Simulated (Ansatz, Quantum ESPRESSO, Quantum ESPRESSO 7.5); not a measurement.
## Band edges of tetragonal PbO, 1 layer under strain

Aim: band edges, gap and stiffness of tetragonal PbO, 1 layer under biaxial strain.

Calculated with Quantum ESPRESSO 7.5; plane-wave DFT, PBE, GBRV ultrasoft pseudopotentials (geometry by Ansatz 0.2.0 with PAW datasets; geometry under PBE).

Report form: the programs' logs are mostly left out.

## Step 1: The starting structure

The cell holds 4 atoms: 2 Pb and 2 O. Cell: a = 4.050 Å, b = 4.050 Å, c = 16.414 Å, α = 90.0°, β = 90.0°, γ = 90.0°. It derives from PbO. Vacuum lies along c.

## Step 2: Relaxation with Ansatz

A relaxation in Ansatz fixes the structure of this slab for the runs on it.

The input, input.yaml:

```yaml
crystal:
  lattice:
    - [4.05, 0.0, 0.0]
    - [0.0, 4.05, 0.0]
    - [0.0, 0.0, 16.4142135624]
  atoms:
    - { symbol: Pb, position: [0.5, 0.0, 0.4569210685] }
    - { symbol: O, position: [0.0, 0.0, 0.5] }
    - { symbol: O, position: [0.5, 0.5, 0.5] }
    - { symbol: Pb, position: [0.0, 0.5, 0.5430789315] }
kpoints:
  mp_grid: { grid: [8, 8, 1] }
hamiltonian:
  xc: pbe
scf:
  occupations: { method: fermi_dirac, width: 0.05 }
  convergence: { dr2_threshold: 1.0e-08 }
efield:
  axis: 3
  dipole_correction: true
  ramp_position: 0.97
  ramp_width: 0.04
relax:
  f_tol: 0.01
  cell: { fix: [c, alpha, beta] }
output:
  write_potential: true
  write_density: true
  volumetric_format: npy
```

On the command line:

```console
> ansatz run input.yaml --threads 2 --pin off --max-ram 4096MiB --backend cpu --events-out ev --progress --plain --runs-dir out
```

Elapsed: 23 s, on 2 threads of Intel Xeon Platinum 8488C (Sapphire Rapids), shared host; peak memory 0.54 GiB.

Relaxation path:

```csv
step,energy less that of the first step (eV),largest force component (eV/Å),pressure (GPa),volume (Å³)
1,0.0000,6.6330,10.74,269.23
2,-2.4557,3.6371,4.54,277.32
3,-3.3665,1.0778,0.96,276.23
4,-3.4477,0.4545,-0.52,269.78
5,-3.4607,0.0004,-0.08,271.06
6,-3.4617,0.0072,-0.05,270.19
7,-3.4624,0.0008,0.00,269.17
8*,-3.4624,0.0009,0.00,269.17
```

Relaxation steps marked * repeat the geometry before them on a plane-wave basis chosen anew for their cell, so energy and pressure can jump there.

Forces are held to the 8 operations that the run works with; a distortion that breaks them can't arise in this run.

```csv
cell as run,before,after,change
a (Å),4.050,4.049,-0.0 %
b (Å),4.050,4.049,-0.0 %
```

The atoms that moved most (Å, along periodic axes as changes of fractional coordinates times the final cell, across vacuum about the mean position):

```csv
atom,dx,dy,dz,length
Pb1,0.000,0.000,-0.488,0.488
Pb4,0.000,0.000,0.488,0.488
```

The relaxed structure:

```xyz
4
Lattice="4.0495 0.0000 0.0000 0.0000 4.0495 0.0000 0.0000 0.0000 16.4142" Properties=species:S:1:pos:R:3
Pb    2.0247    0.0000    7.0123
O     0.0000    0.0000    8.2071
O     2.0247    2.0247    8.2071
Pb    0.0000    2.0247    9.4019
```

Read from the output:

| Quantity | Value |
| --- | --- |
| free energy | -24947.0907 eV |
| Fermi energy | 0.4873 eV |
| gap by band count | 2.502 eV |
| symmetry operations | 8 |
| dipole along the normal | 3.25e-6 e·Å |
| vacuum level at the upper face over a Fermi level inside the gap | 3.232 eV |
| vacuum level at the lower face over a Fermi level inside the gap | 3.232 eV |

## Step 3: Running the series

Under ESM bc1 levels count from the vacuum, or from the mean of the two vacuum levels where the sheet has a dipole, so band edges at unlike strains can be compared.

Level of this step: plane-wave DFT, PBE, GBRV ultrasoft pseudopotentials (Quantum ESPRESSO 7.5).

The input, run.py:

```python
import json
import numpy as np
from ase import Atoms
from ase.calculators.espresso import Espresso, EspressoProfile

profile = EspressoProfile(command='mpirun -n 2 pw.x -nk 2', pseudo_dir='../pseudo')
pseudopotentials = {'O': 'o_pbe_v1.2.uspp.F.UPF', 'Pb': 'pb_pbe_v1.uspp.F.UPF'}
system = {'ecutwfc': 40, 'ecutrho': 200, 'occupations': 'smearing', 'smearing': 'fd', 'degauss': 0.002}


def calculator(name, kpts, **extra):
    data = dict(control=dict(tprnfor=True, verbosity='high', disk_io='none'),
                system=system | extra,
                electrons=dict(conv_thr=1e-09, mixing_beta=0.4, mixing_mode='plain',
                               electron_maxstep=100))
    return Espresso(profile=profile, directory=name, pseudopotentials=pseudopotentials, kpts=kpts, input_data=data)


def centre(atoms):
    z = atoms.positions[:, 2]
    atoms.positions[:, 2] -= (z.max() + z.min()) / 2  # ESM wants the slab about z = 0
    return atoms

sheet = Atoms(
    ['Pb', 'O', 'O', 'Pb'],
    scaled_positions=[
        [0.5000000000, 0.0000000000, 0.4272095285],
        [0.0000000000, 0.0000000000, 0.5000000369],
        [0.5000000000, 0.5000000000, 0.5000000369],
        [0.0000000000, 0.5000000000, 0.5727903977]],
    cell=[
        [4.049496769071, 0.000000000000, 0.000000000000],
        [0.000000000000, 4.049496769071, 0.000000000000],
        [0.000000000000, 0.000000000000, 16.414213562400]],
    pbc=True)

rows = []
for strain in [-0.03, -0.015, 0.0, 0.015, 0.03]:
    atoms = sheet.copy()
    atoms.set_cell(sheet.cell.array * [[1 + strain], [1 + strain], [1]], scale_atoms=True)
    atoms = centre(atoms)
    atoms.calc = calculator(f's{strain:+.3f}', (10, 10, 1), assume_isolated='esm', esm_bc='bc1', nbnd=24)
    energy = atoms.get_potential_energy()
    levels = np.array([atoms.calc.get_eigenvalues(kpt=i) for i in range(len(atoms.calc.get_ibz_k_points()))])
    top, bottom = levels[:, 19].max(), levels[:, 20].min()
    direct = (levels[:, 20] - levels[:, 19]).min()
    rows.append([strain, energy, top, bottom, direct])
    print(f'strain {strain:+.3f}: E = {energy:.5f} eV, valence top {top:.3f}, conduction bottom {bottom:.3f}, '
          f'gap {bottom - top:.3f}, least direct gap {direct:.3f} eV')

x, energy, top, bottom, direct = np.array(rows).T
area = np.linalg.norm(np.cross(*sheet.cell[:2]))
stiffness = np.polyfit(x, energy, 2)[0] / area * 16.0218  # C11 + C12, heights clamped
print(f'valence and conduction edges move by {np.polyfit(x, top, 1)[0]:.2f} and {np.polyfit(x, bottom, 1)[0]:.2f} eV per unit biaxial strain')
print(f'C11 + C12 with clamped heights: {stiffness:.1f} N/m')
json.dump(dict(rows=rows, stiffness=stiffness), open('result.json', 'w'))
```

On the command line:

```console
> OMP_NUM_THREADS=1 python run.py
```

Run time: 9.4 min. Hardware: 2 MPI ranks; peak memory 0.56 GiB; 19 min of CPU time.

Numbers from this step:

* biaxial stiffness: 88.42 N/m

Band edge from the vacuum level against biaxial strain:

```csv
biaxial strain (%),valence top (eV),conduction bottom (eV)
-3.00,-4.71,-1.95
-1.50,-4.61,-1.99
0.00,-4.52,-2.02
1.50,-4.44,-2.06
3.00,-4.36,-2.08
```

Table of gap by biaxial strain:

```csv
biaxial strain (%),on the mesh (eV),least direct (eV)
-3.00,2.76,2.76
-1.50,2.62,2.62
0.00,2.49,2.49
1.50,2.38,2.38
3.00,2.28,2.28
```

Table of energy over the lowest by biaxial strain:

```csv
biaxial strain (%),energy over the lowest (meV)
-3.00,82.3
-1.50,18.5
0.00,0
1.50,22.3
3.00,80.6
```

## Step 4: Running the series: RPBE, GBRV ultrasoft

Level of this step: plane-wave DFT, RPBE, GBRV ultrasoft pseudopotentials made under PBE (Quantum ESPRESSO 7.5). input_dft overrides the functional of the files.

run.py is the input of step 3 with these lines changed:

```diff
@@ -7,3 +7,3 @@
 pseudopotentials = {'O': 'o_pbe_v1.2.uspp.F.UPF', 'Pb': 'pb_pbe_v1.uspp.F.UPF'}
-system = {'ecutwfc': 40, 'ecutrho': 200, 'occupations': 'smearing', 'smearing': 'fd', 'degauss': 0.002}
+system = {'ecutwfc': 40, 'ecutrho': 200, 'input_dft': 'rpbe', 'occupations': 'smearing', 'smearing': 'fd', 'degauss': 0.002}
```

On the command line:

```console
> OMP_NUM_THREADS=1 python run.py
```

Wall time 10 min (2 MPI ranks); peak memory 0.56 GiB; 20 min of CPU time.

This step gave:

* biaxial stiffness: 90.80 N/m

Band edge from the vacuum level against biaxial strain:

```csv
biaxial strain (%),valence top (eV),conduction bottom (eV)
-3.00,-4.59,-1.84
-1.50,-4.49,-1.88
0.00,-4.40,-1.91
1.50,-4.32,-1.94
3.00,-4.25,-1.96
```

Gap against biaxial strain:

```csv
biaxial strain (%),on the mesh (eV),least direct (eV)
-3.00,2.74,2.74
-1.50,2.61,2.61
0.00,2.49,2.49
1.50,2.38,2.38
3.00,2.29,2.29
```

Energy over the lowest against biaxial strain:

```csv
biaxial strain (%),energy over the lowest (meV)
-3.00,167
-1.50,66.2
0.00,12.1
1.50,0
3.00,25.0
```

## Step 5: Worked from the printed numbers

Under equal strain ε in the plane, E = A (C11 + C12) ε². From the points at ±1.5 %: d²E/dε² = (18.50 + 22.27 − 2 × 0.00) meV / 0.015² = 181 eV, and 181/(2 × 16.398 Å²) × 16.02 = 89 N/m.

## Step 6: Summary of results

```
C11 + C12, heights clamped, PBE, GBRV ultrasoft                                               : 88 N/m
gap on the mesh at zero strain, PBE, GBRV ultrasoft                                           : 2.49 eV
valence top below the vacuum at zero strain, PBE, GBRV ultrasoft                              : 4.52 eV
shift of the valence top per unit biaxial strain, PBE, GBRV ultrasoft                         : 5.7 eV
shift of the conduction bottom per unit biaxial strain, PBE, GBRV ultrasoft                   : -2.3 eV
C11 + C12, heights clamped, RPBE, GBRV ultrasoft (made under PBE)                             : 91 N/m
gap on the mesh at zero strain, RPBE, GBRV ultrasoft (made under PBE)                         : 2.49 eV
valence top below the vacuum at zero strain, RPBE, GBRV ultrasoft (made under PBE)            : 4.40 eV
shift of the valence top per unit biaxial strain, RPBE, GBRV ultrasoft (made under PBE)       : 5.7 eV
shift of the conduction bottom per unit biaxial strain, RPBE, GBRV ultrasoft (made under PBE) : -1.9 eV
```

The sheet's biaxial stiffness comes to 88 N/m and its gap at zero strain to 2.49 eV (PBE, GBRV ultrasoft). From −3 % to +3 % the gap on the mesh goes from 2.76 to 2.28 eV; it is direct at every strain. Heights are clamped under strain, which makes a sheet with several atomic planes too stiff. Zero strain is the PBE cell; under RPBE the energy is lowest near +1.3 %, so its stiffness is taken away from its own minimum. Semilocal gaps are too small. Spin-orbit coupling is left out; depending on the atoms that carry the levels of interest, it can split and shift them by tenths of an eV to an eV or more.

[Logs are printed without paths, hosts, clocks, repeated set-up lines and the standing remarks that a program may print on its own settings, such as how far it seeks lower states.]

[Hosts, paths, dates, database ids (printed as entryN), source tags and the programs' standing remarks are cut or masked in the printed files.]

[Maps of the electrostatic potential energy from Ansatz leave out the sawtooth potential of an applied field or a dipole correction, so their vacuum need not be flat; planar profiles and work functions include it.]
